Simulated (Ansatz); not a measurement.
# Quasi-harmonic thermodynamics of GaAs (F-43m)

How much does GaAs expand with temperature?

What experiment has found for this phase:
- volume expansion coefficient 16.2 1e-6/K, heat capacity C_P per formula unit 46.8 J/mol/K and bulk modulus 74.8 GPa near room temperature (given in “High-Throughput Prediction of Finite-Temperature Properties using the Quasi-Harmonic Approximation”, 2016, arXiv:1603.06924)

Calculated with Ansatz 0.2.0; DFT r2SCAN, scalar-relativistic, plane waves, PAW.

## 1. Starting point

The structure is cubic, space group F-43m (No. 216). Conventional cell: a = 5.654 Å, b = 5.654 Å, c = 5.654 Å, α = 90.00°, β = 90.00°, γ = 90.00°. Nearest to Ga lie 4 As at 2.45 Å. As has 4 Ga at 2.45 Å nearest. Farther neighbours are not listed.

## 2. Probe on a coarse mesh

A cheap single point shows whether the cell is a metal or an insulator and how far it is from rest; that sets the k-mesh and the occupations of what follows.

input.yaml

```yaml
crystal:
  lattice:
    - [0.0, 2.82685, 2.82685]
    - [2.82685, 0.0, 2.82685]
    - [2.82685, 2.82685, 0.0]
  atoms:
    - { symbol: Ga, position: [0.0, 0.0, 0.0] }
    - { symbol: As, position: [0.25, 0.25, 0.25] }
kpoints:
  mp_grid: { grid: [6, 6, 6] }
hamiltonian:
  xc: r2scan
scf:
  occupations: { method: gaussian, width: 0.1 }
  lower_state_search: "off"
output:
  forces: true
  stress: true
  eigenvalues: true
```

On the command line:

```console
> ansatz run input.yaml --threads 8 --pin off --max-ram 16384MiB --backend cpu --events-out ev --progress --plain --runs-dir out
```

Numbers of over 12 decimals in the logs are rounded to 6 here.

The log of the run:

```text
Engine: ansatz 0.2.0, aarch64-unknown-linux-gnu
Pseudopotentials: kind: paw
Pseudopotential: Ga, paw, valence charge 13, recommended cutoff 500 eV (meta_gga), Ga.paw.azcp
Pseudopotential: As, paw, valence charge 15, recommended cutoff 500 eV (meta_gga), As.paw.azcp
Functional definition: r2SCAN
  parameter k0 = 0.174
  parameter k1 = 0.065
  parameter a1 = 4.9479
  exchange = r2scan_x(k0 = k0, k1 = k1, a1 = a1)
  correlation = r2scan_c
Crystal: 2 atoms, lattice volume = 45.179 Å³
Basis set: ecut = 500 eV, 1139 PW (Γ), exchange–correlation on 120×120×120 points (64 copies of the dense FFT grid, shifted against one another)
Bands: 18, of which v1, the nominal top of the filled ones, is band 14 counted from 1 (13 counted from 0)
Symmetry: 24 space group operations
Space group: F-43m (ITA 216), of the structure as read, at distance tolerance 3.6e-5 Å
k-points: 16 of 216 (time reversal used)
Non-local potential: Ga, projectors of the file, l = 0: 2, l = 1: 2, l = 2: 3, l = 3: 1
Non-local potential: As, projectors of the file, l = 0: 2, l = 1: 2, l = 2: 3, l = 3: 1
PAW form: soft (Blöchl's): semilocal exchange-correlation on the pseudo side does not see the compensation charge
PAW frozen core: Ga, regenerated for the run's functional (the file was generated under x = pbe(κ = 0.804, μ = 0.219515), c = pbe(β = 0.066725))
PAW frozen core: As, regenerated for the run's functional (the file was generated under x = pbe(κ = 0.804, μ = 0.219515), c = pbe(β = 0.066725))
PAW one-centre angular grid: Ga, 590 points (default); XC on 160 Gauss nodes
PAW one-centre angular grid: As, 590 points (default); XC on 160 Gauss nodes
Initial density: superposition of atomic densities (neutral atoms: chi_scale 0, normalization atom), corrected by the library's trained network
Initial wavefunctions: pseudopotential atomic-orbital guess
Functional: x = r2scan, c = r2scan; τ floored in thin density (d = 2e-4 eV/Å³)
SCF iter   1: F=-8655.724368 eV  HF=-8655.727031 eV  |F-HF|=2.66e-3  |Δ(HF+E_count)|=         —  Δρ=8.17e-3  dr2=1.11e-2  dr2_τ=4.54e-3  ethr=1.77e-3  ⟨swp⟩=5.3  Hψ=1453  notcnv=0
preconditioner: auto → none  [insulator: Δε(μ)=0.949 eV  Ē_g=16.340 eV  σ=0.100 eV  W_gap=1.00  n_scr=14 (ndim 8)  ℏωp=23.4 eV  f_vac=0.090  D(μ)=0.00/eV (n_scr^D=0)  ε∞_Penn≈3.1]
SCF iter   2: F=-8655.735644 eV  HF=-8655.737157 eV  |F-HF|=1.51e-3  |Δ(HF+E_count)|=   1.01e-2  Δρ=1.75e-3  dr2=1.44e-3  dr2_τ=3.64e-5  ethr=3.96e-5  ⟨swp⟩=2.0  Hψ=768  notcnv=0
SCF iter   3: F=-8655.736970 eV  HF=-8655.736814 eV  |F-HF|=1.57e-4  |Δ(HF+E_count)|=   3.43e-4  Δρ=1.59e-3  dr2=4.10e-4  dr2_τ=3.80e-6  ethr=5.15e-6  ⟨swp⟩=2.0  Hψ=496  notcnv=0
SCF iter   4: F=-8655.736974 eV  HF=-8655.737015 eV  |F-HF|=4.09e-5  |Δ(HF+E_count)|=   2.01e-4  Δρ=3.17e-4  dr2=2.97e-5  dr2_τ=5.41e-7  ethr=1.46e-6  ⟨swp⟩=2.8  Hψ=609  notcnv=0
SCF iter   5: F=-8655.737001 eV  HF=-8655.737002 eV  |F-HF|=1.02e-6  |Δ(HF+E_count)|=   1.29e-5  Δρ=5.03e-5  dr2=1.29e-6  dr2_τ=1.12e-8  ethr=1.06e-7  ⟨swp⟩=2.0  Hψ=512  notcnv=0
SCF iter   6: F=-8655.737001 eV  HF=-8655.737002 eV  |F-HF|=1.01e-7  |Δ(HF+E_count)|=   4.02e-7  Δρ=1.81e-5  dr2=2.07e-7  dr2_τ=3.01e-9  ethr=4.60e-9  ⟨swp⟩=2.0  Hψ=512  notcnv=0
SCF iter   7: F=-8655.737001 eV  HF=-8655.737001 eV  |F-HF|=7.90e-9  |Δ(HF+E_count)|=   3.29e-8  Δρ=4.74e-6  dr2=1.50e-8  dr2_τ=4.74e-11  ethr=3.57e-10  ⟨swp⟩=5.0  Hψ=1122  notcnv=0
SCF 1 converged in 7 iterations: F = -8655.737001 eV  dr2 = 1.50e-8
  greatest PAW one-centre occupation: 0.999 electrons in one spin orbital (limit 2), on the As atom at site 1 (counted from 0), in its partial waves of l = 2
SCF converged after 7 iterations
Free energy (F): -8655.737001 eV
Harris-Foulkes:  -8655.737001 eV  (|F-HF|=7.90e-9)
Internal energy: -8655.737001 eV  (E = F + TS)
E sigma→0 (E₀):  -8655.737001 eV
Fermi energy:    8.456645 eV
--- Per-component energies (eV) ---
  E_band       = -330.920185
  E_kinetic    = 218.671287
  E_local      = -3919.476370  (includes V_loc(G=0)·N_el)
  E_nonlocal   = -242.824240
  E_hartree    = 1977.471158
  E_xc         = -136.632310
  E_vxc        = -143.941045  (∫ρ·V_xc dr)
  E_paw        = -3852.108222  (= ΣΔE_a)
  E_vpaw       = -205.799932  (= ΣTr[D̂ρ^β])
  E_aug_tail   = -0.000041  (compensation charges beyond the density's cutoff)
  E_vtau       = 7.508162  (kinetic-family band-sum trace: ∫τ·v_τ [+ j·A + Jᵃ·Aᵃ] dr)
  E_ewald      = -2698.727786
  E_core_change = -2.110478  (= ΣΔE_core)
  E_smearing   = -0.000000  (= −TS)
  E_closure    = -0.000000  (closes the sum)
  Σ components = -8655.737001   (vs F -8655.737001, Δ=0.00e0)
--- Forces (eV/Å), atoms counted from 1 ---
  atom   1  Ga     0.00000000    -0.00000000     0.00000000
  atom   2  As    -0.00000000    -0.00000000    -0.00000000
  max |Σ_I F_I| component: 1.71e-16 eV/Å
--- Stress (GPa, compression-positive) ---
        0.495783       0.000000      -0.000000
       -0.000000       0.495783       0.000000
       -0.000000       0.000000       0.495783
  P = ⅓ Tr σ = 0.4958 GPa (4.958 kbar)
--- Band table (eV; the first three rows and the last of 16) ---
  k-point 0: bands = [... 10 lower, -5.2640, 7.9439, 7.9439, 7.9439, 8.9588, 11.9901, 11.9901, 11.9901]
  k-point 1: bands = [... 10 lower, -4.9261, 5.2519, 7.5519, 7.5519, 9.9696, 12.5595, 12.5595, 13.0529]
  k-point 2: bands = [... 10 lower, -4.0571, 2.4522, 6.9835, 6.9835, 9.5370, 12.9988, 12.9988, 15.7434]
  k-point 15: bands = [... 10 lower, -2.5902, 1.0982, 4.4949, 4.6497, 11.5587, 11.7496, 15.5940, 15.8847]
```

Run time: 1.4 s. Hardware: 8 threads of Arm Neoverse V2, shared host; peak memory 0.57 GiB.

This step gave:

| Quantity | Value |
| --- | --- |
| pressure | 0.4958 GPa |
| gap on the k-mesh | 1.015 eV |
| volume per atom | 22.59 Å³/atom |

The start is under 0.50 GPa at this level and looks like an insulator or semiconductor on this mesh.

## 3. Finding the static equilibrium

The vibrations must be taken about the equilibrium of this functional, not about the starting cell, so the structure is relaxed.

input.yaml, the sections that differ from step 2:

```yaml
kpoints:
  mp_grid: { grid: [8, 8, 8] }
scf:
  occupations: { method: gaussian, width: 0.02 }
  lower_state_search: "off"
output:
  forces: true
  stress: true
  eigenvalues: true
  write_density: true
  write_potential: true
  elf: true
  volumetric_format: npy
relax:
  adjacent_minimum: "off"
  f_tol: 0.005
  max_steps: 80
  cell: { stress_tol: 0.05 }
# crystal, hamiltonian: as in step 2
```

The log of the run:

```text
[...]
Crystal: 2 atoms, lattice volume = 45.179 Å³
Basis set: ecut = 500 eV, 1139 PW (Γ), exchange–correlation on 120×120×120 points (64 copies of the dense FFT grid, shifted against one another)
Bands: 18, of which v1, the nominal top of the filled ones, is band 14 counted from 1 (13 counted from 0)
Symmetry: 24 space group operations
[...]
k-points: 29 of 512 (time reversal used)
[...]
SCF iter   1: F=-8655.740874 eV  HF=-8655.744271 eV  |F-HF|=3.40e-3  |Δ(HF+E_count)|=         —  Δρ=7.97e-3  dr2=1.08e-2  dr2_τ=4.44e-3  ethr=1.77e-3  ⟨swp⟩=6.0  Hψ=2593  notcnv=0
[...]
SCF iter   6: F=-8655.753949 eV  HF=-8655.753949 eV  |F-HF|=5.18e-9  |Δ(HF+E_count)|=   4.38e-7  Δρ=1.12e-5  dr2=5.31e-8  dr2_τ=1.78e-9  ethr=3.57e-10  ⟨swp⟩=6.1  Hψ=3317  notcnv=0
SCF 1 converged in 6 iterations: F = -8655.753949 eV  dr2 = 5.31e-8
[...]
relax step   1: F+E_penalty+E_count = -8655.75394944 eV  Δ(F+E_penalty+E_count) = +0.000e0 eV  max|allowed force component| = 1.087e-16 eV/Å  Δτ_max = 0.0000 Å  P = +0.498 GPa  Ω = 45.179 Å³  (6 SCF iters, dr2 threshold 1.00e-7 eV, accepted)
Crystal: 2 atoms, lattice volume = 45.444 Å³
[...]
iter 1 solved again at ethr=1.25e-7 eV; its pass at ethr=3.10e-3 eV (dr2=3.50e-5 eV) is discarded
[...]
SCF iter   4: F=-8655.754349 eV  HF=-8655.754349 eV  |F-HF|=5.93e-8  |Δ(HF+E_count)|=   3.33e-7  Δρ=2.36e-5  dr2=1.84e-7  dr2_τ=3.70e-9  ethr=7.14e-10  ⟨swp⟩=6.8  Hψ=3291  notcnv=0
SCF 2 converged in 4 iterations: F = -8655.754349 eV  dr2 = 1.84e-7
relax step   2: F+E_penalty+E_count = -8655.75434881 eV  Δ(F+E_penalty+E_count) = -3.994e-4 eV  max|allowed force component| = 2.631e-17 eV/Å  Δτ_max = 0.0000 Å  P = +0.066 GPa  Ω = 45.444 Å³  energy of the carried Pulay correction = -6.471e-5 eV  (4 SCF iters, dr2 threshold 2.00e-7 eV, accepted)
Crystal: 2 atoms, lattice volume = 45.484 Å³
[...]
SCF iter   4: F=-8655.754347 eV  HF=-8655.754347 eV  |F-HF|=3.58e-9  |Δ(HF+E_count)|=   7.42e-9  Δρ=3.84e-6  dr2=2.97e-9  dr2_τ=1.07e-10  ethr=3.89e-11  ⟨swp⟩=5.0  Hψ=2925  notcnv=0
SCF 3 converged in 4 iterations: F = -8655.754347 eV  dr2 = 2.97e-9
relax step   3: F+E_penalty+E_count = -8655.75434745 eV  Δ(F+E_penalty+E_count) = +1.358e-6 eV  max|allowed force component| = 2.467e-17 eV/Å  Δτ_max = 0.0000 Å  P = +0.001 GPa  Ω = 45.484 Å³  energy of the carried Pulay correction = -7.462e-5 eV  (4 SCF iters, dr2 threshold 1.09e-8 eV, accepted)
[...]
SCF iter   1: F=-8655.754426 eV  HF=-8655.754426 eV  |F-HF|=8.00e-9  |Δ(HF+E_count)|=         —  Δρ=1.02e-5  dr2=1.87e-8  dr2_τ=6.28e-9  ethr=2.37e-7  ⟨swp⟩=3.0  Hψ=3957  notcnv=0
eigensolver tolerance schedule: the retry pair's looser diagonalisation over-reported the residual by 3550.45 of it (diagonalisation noise at 0.37 of the residual, at the tolerance the schedule requests for it); recorded, not acted on — ethr = c·dr2/N_el stays at c = 1.0e-1
[...]
SCF iter   2: F=-8655.754427 eV  HF=-8655.754427 eV  |F-HF|=1.25e-9  |Δ(HF+E_count)|=   1.09e-6  Δρ=6.59e-6  dr2=8.46e-9  dr2_τ=2.15e-10  ethr=6.68e-11  ⟨swp⟩=2.0  Hψ=914  notcnv=0
[...]
SCF iter   5: F=-8655.754427 eV  HF=-8655.754427 eV  |F-HF|=1.82e-12  |Δ(HF+E_count)|=  9.09e-12  Δρ=9.41e-8  dr2=2.31e-12  dr2_τ=6.22e-14  ethr=1.00e-12  ⟨swp⟩=5.0  Hψ=2136  notcnv=0
SCF 4 converged in 5 iterations: F = -8655.754427 eV  dr2 = 2.31e-12
relax step   4: F+E_penalty+E_count = -8655.75442749 eV  Δ(F+E_penalty+E_count) = -8.004e-5 eV  max|allowed force component| = 3.556e-17 eV/Å  Δτ_max = 0.0000 Å  P = +0.002 GPa  Ω = 45.484 Å³  stress off target by 2.29e-3 GPa  SCF on the basis re-selected at this cell (its energy is not comparable with the rows above)  (5 SCF iters)
basis re-selected at this cell: Δ(F+E_penalty+E_count) = -8.004e-5 eV, ΔP = +0.001 GPa vs the last step (what re-selecting the basis moved, of the pressure what is left beyond the Pulay correction that the steps carried, after the strain that the cell walked since its last selection, with what the two solves' SCF thresholds leave and, on support functions, any second-order correction that the steps lacked; it is no m [...]
SCF converged after 5 iterations
Free energy (F): -8655.754427 eV
[...]
Internal energy: -8655.754427 eV  (E = F + TS)
E sigma→0 (E₀):  -8655.754427 eV
Fermi energy:    8.327357 eV
[...]
--- Stress (GPa, compression-positive) ---
        0.002293      -0.000000       0.000000
       -0.000000       0.002293       0.000000
       -0.000000       0.000000       0.002293
  P = ⅓ Tr σ = 0.0023 GPa (0.023 kbar)
--- Band table (eV; the first three rows and the last of 29) ---
  k-point 0: bands = [... 10 lower, -5.3121, 7.8464, 7.8464, 7.8464, 8.8079, 11.8941, 11.8941, 11.8941]
  k-point 1: bands = [... 10 lower, -5.1214, 5.9375, 7.6065, 7.6065, 9.7992, 12.2523, 12.2523, 12.4085]
  k-point 2: bands = [... 10 lower, -4.5904, 3.6718, 7.1525, 7.1525, 9.6572, 12.7920, 12.7920, 14.2767]
  k-point 28: bands = [... 10 lower, -2.6566, 1.0875, 4.2364, 4.4443, 12.8468, 12.9122, 13.7417, 14.3348]
--- Relaxed structure (3 steps of the walk, 3 accepted, 1 SCFs on fresh bases) ---
  F+E_penalty+E_count = -8655.75442749 eV   max|allowed force component| = 3.556e-17 eV/Å   (the final SCF, on the basis selected at the relaxed cell)
  cell:  # Å, volume = 45.4845 Å³
    - [0, 2.833204, 2.833204]
    - [2.833204, 0, 2.833204]
    - [2.833204, 2.833204, 0]
  atoms:
    - { symbol: Ga, position: [0, 0, 0] }
    - { symbol: As, position: [0.25, 0.25, 0.25] }
```

The job ended after 3.2 s (8 threads; peak memory 0.63 GiB; 21 s of CPU time).

Relaxation path:

| step | energy less that of the first step (eV) | largest force component (eV/Å) | pressure (GPa) | volume (Å³) |
| --- | --- | --- | --- | --- |
| 1 | 0.0000 | 0.0000 | 0.50 | 45.18 |
| 2 | -0.0004 | 0.0000 | 0.07 | 45.44 |
| 3 | -0.0004 | 0.0000 | 0.00 | 45.48 |
| 4* | -0.0005 | 0.0000 | 0.00 | 45.48 |

Relaxation steps marked * repeat the geometry before them on a plane-wave basis chosen anew for their cell, so energy and pressure can jump there.

The run keeps the 24 symmetry operations that it works with, so distortions that break them were not tested.

| conventional cell, symmetrised | before | after | change |
| --- | --- | --- | --- |
| a (Å) | 5.654 | 5.666 | +0.2 % |
| b (Å) | 5.654 | 5.666 | +0.2 % |
| c (Å) | 5.654 | 5.666 | +0.2 % |
| volume (Å³/atom) | 22.59 | 22.74 | +0.7 % |

The relaxed structure:

```cif
data_structure
_symmetry_space_group_name_H-M 'P 1'
_symmetry_Int_Tables_number 1
_cell_length_a 4.0068
_cell_length_b 4.0068
_cell_length_c 4.0068
_cell_angle_alpha 60.000
_cell_angle_beta 60.000
_cell_angle_gamma 60.000
_cell_volume 45.48
loop_
_atom_site_label
_atom_site_type_symbol
_atom_site_fract_x
_atom_site_fract_y
_atom_site_fract_z
_atom_site_occupancy
Ga1 Ga 0.00000 0.00000 0.00000 1
As2 As 0.25000 0.25000 0.25000 1
```

This step gave:

```
pressure          : 0.002293 GPa
gap on the k-mesh : 0.9615 eV
volume per atom   : 22.74 Å³/atom
```

Valence density in the ac plane of a cell with a along [110], b along [-110] and c along [001] of the cube at fractional y = 0.000, with atoms of Ga and As within 0.2 Å of it. It is the smooth field of the valence electrons, not physical close to the nuclei.

Ten steps, logarithmic in the rise over the least value, from '0' (0 e/Å³) to '9' (34 e/Å³), each cell a mean:
```
8521111113785211111137
3212233212332122332123
1112576321111125763211
0013798411000137984110
0012576310000125763100
0001233100000012331000
0000111000000001110000
0000000000000000000000
0000000000000000000000
0000000000000000000000
0000000000000000000000
0000000000000000000000
2100000001121000000011
6310000012563100000125
9621000014896210000148
```
Columns run along a (8.0 Å), rows up along c (5.7 Å), edges of the conventional cell, whose origin can differ from the input's. Atoms in or near the plane, at fractional coordinates: Ga at (0.50, 0.00), Ga at (0.00, 0.00), As at (0.75, 0.75), As at (0.25, 0.75).

Electrostatic potential energy in the ac plane of a cell with a along [110], b along [-110] and c along [001] of the cube at fractional y = 0.000, with atoms of Ga and As within 0.2 Å of it. With pseudopotentials it is smooth inside the atoms' cores, unlike the true potential.

Ten even steps from '_' (-14 eV) to '@' (12 eV), each cell a mean:
```
____--##########++________--##########++____
__::++**--::::==**--..__::++**--::::==**--..
++**##--==%%##::++##**++**##--==%%##::++##**
%%%%##::##@@@@--++%%%%%%%%##::##@@@@--++%%%%
@@@@##--++@@##::**%%@@@@@@##--++@@##::**%%@@
@@@@%%**--::::==%%@@@@@@@@%%**--::::==%%@@@@
@@@@@@%%##**##%%@@@@@@@@@@@@%%##**##%%@@@@@@
@@@@@@@@@@@@@@@@@@@@@@@@@@@@@@@@@@@@@@@@@@@@
@@@@@@@@@@@@@@@@@@@@@@@@@@@@@@@@@@@@@@@@@@@@
@@@@@@@@@@@@@@@@@@@@@@@@@@@@@@@@@@@@@@@@@@@@
@@@@@@@@@@@@@@@@@@@@@@@@@@@@@@@@@@@@@@@@@@@@
%%%%@@@@@@@@@@@@@@%%%%%%%%@@@@@@@@@@@@@@%%%%
--==##%%@@@@@@@@%%**----==##%%@@@@@@@@%%**--
____==%%@@@@@@%%**::______==%%@@@@@@%%**::__
____::##@@@@@@%%++________::##@@@@@@%%++____
```
Columns run along a (8.0 Å; values clipped at the 3rd and 97th percentile), rows up along c (5.7 Å), edges of the conventional cell, whose origin can differ from the input's. Atoms in or near the plane, at fractional coordinates: Ga at (0.50, 0.00), Ga at (0.00, 0.00), As at (0.75, 0.75), As at (0.25, 0.75).

ELF in the ac plane of a cell with a along [110], b along [-110] and c along [001] of the cube at fractional y = 0.000, with atoms of Ga and As within 0.2 Å of it. It is the smooth field of the valence electrons, not physical close to the nuclei.

Ten even steps from '_' (0.01) to '@' (0.75), each cell a mean:
```
__..==##@@%%%%%%++::____..==##@@%%%%%%++::__
::--**@@@@##%%@@%%==::::--**@@@@##%%@@%%==::
--++@@@@**--==%%@@##==--++@@@@**--==%%@@##==
--**%%%%==::::**@@##==--**%%%%==::::**@@##==
..==####++--==####++::..==####++--==####++::
__::++##########**--____::++##########**--__
____::++##%%%%**==..______::++##%%%%**==..__
______::==++++--..__________::==++++--..____
________......________________......________
____________________________________________
::..______________....::..______________....
----::__________..::------::__________..::--
----::..______..::--------::..______..::----
..::--::::....::--::....::--::::....::--::..
....--==++++++++--::__....--==++++++++--::__
```
Columns run along a (8.0 Å), rows up along c (5.7 Å), edges of the conventional cell, whose origin can differ from the input's. Atoms in or near the plane, at fractional coordinates: Ga at (0.50, 0.00), Ga at (0.00, 0.00), As at (0.75, 0.75), As at (0.25, 0.75).

The relaxation ends with a pressure of 0.00 GPa.

(Continued in part 2 of 2.)

[Logs are printed without paths, hosts, clocks, repeated set-up lines and the standing remarks that a program may print on its own settings, such as how far it seeks lower states.]

[Hosts, paths, dates, database ids (printed as entryN), source tags and the programs' standing remarks are cut or masked in the printed files.]

[A step with changed settings may run another functional than the one named; its input shows which.]
